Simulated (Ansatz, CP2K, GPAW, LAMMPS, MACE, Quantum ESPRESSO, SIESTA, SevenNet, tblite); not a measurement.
# What went wrong? tblite on liquid (Cs,Li)Cl at 1400 K (68 atoms)

Program: tblite 0.8.0, a calculation on a cell of 22 Cs, 12 Li and 34 Cl, 44.9 Å³ an atom.

run.py reads:

```python
import numpy as np
from ase.io import read
from tblite.ase import TBLite

atoms = read("structure.xyz")
atoms.calc = TBLite(method="GFN3-xTB", electronic_temperature=580, accuracy=1.0, max_iterations=250, mixer_damping=0.4, verbosity=1)
energy = atoms.get_potential_energy()
forces = atoms.get_forces()
print(f"energy {energy:.6f} eV")
print("forces (eV/A)")
for i, (a, f) in enumerate(zip(atoms, forces)):
    print(f"{i:4d} {a.symbol:2s} {f[0]:10.5f} {f[1]:10.5f} {f[2]:10.5f}")
print("charges (e)")
print(np.array2string(atoms.get_charges(), precision=4, suppress_small=True, max_line_width=110, threshold=100000))
```

structure.xyz reads:

```xyz
68
Lattice="14.50730 0.00000 0.00000 0.00000 14.50730 0.00000 0.00000 0.00000 14.50730" Properties=species:S:1:pos:R:3 pbc="T T T"
Cs 8.04241 2.53152 1.23820
Cs 5.90549 1.41548 11.51270
Cs 12.38271 9.84639 11.56464
Cs 2.23514 6.96408 12.38387
Cs 3.63205 5.50813 8.00339
Cs 8.72861 7.46995 12.48339
Cs 4.67701 9.76893 9.68261
Cs 0.11910 2.41430 8.12119
Cs 11.82316 3.29736 13.82067
Cs 1.52747 12.69099 11.30931
[... 54 atom lines left out ...]
Cl 13.28477 12.75163 12.97896
Cl 8.37666 0.98243 3.99255
Cl 2.63017 4.16983 2.44840
Cl 0.64833 9.52956 10.79619
```

Started as:

```
OMP_NUM_THREADS=1 python run.py > output.txt
```

What it wrote:

```text
tblite.exceptions.TBLiteValueError: Method 'GFN3-xTB' is not available for this calculator
```

Wall time 0.44 s (1 thread of Arm Neoverse V2, shared host); peak memory 0.17 GiB.

Banners, paths, timers and routine set-up lines are dropped from the logs unmarked, and long logs keep their key lines alone; longer cuts are marked.

Q: Find the fault and mend it.

An unknown method: method GFN3-xTB. Mend: name a method that the program has, such as GFN1-xTB or GFN2-xTB.

The program stopped at the start.

[Also dropped from logs without a mark: logging warnings of Python, and SIESTA's first energy breakdown and zero terms.]

[Logs are printed without paths, hosts, clocks, repeated set-up lines and the standing remarks that a program may print on its own settings, such as how far it seeks lower states.]

[Hosts, paths, dates, database ids (printed as entryN), source tags and the programs' standing remarks are cut or masked in the printed files.]
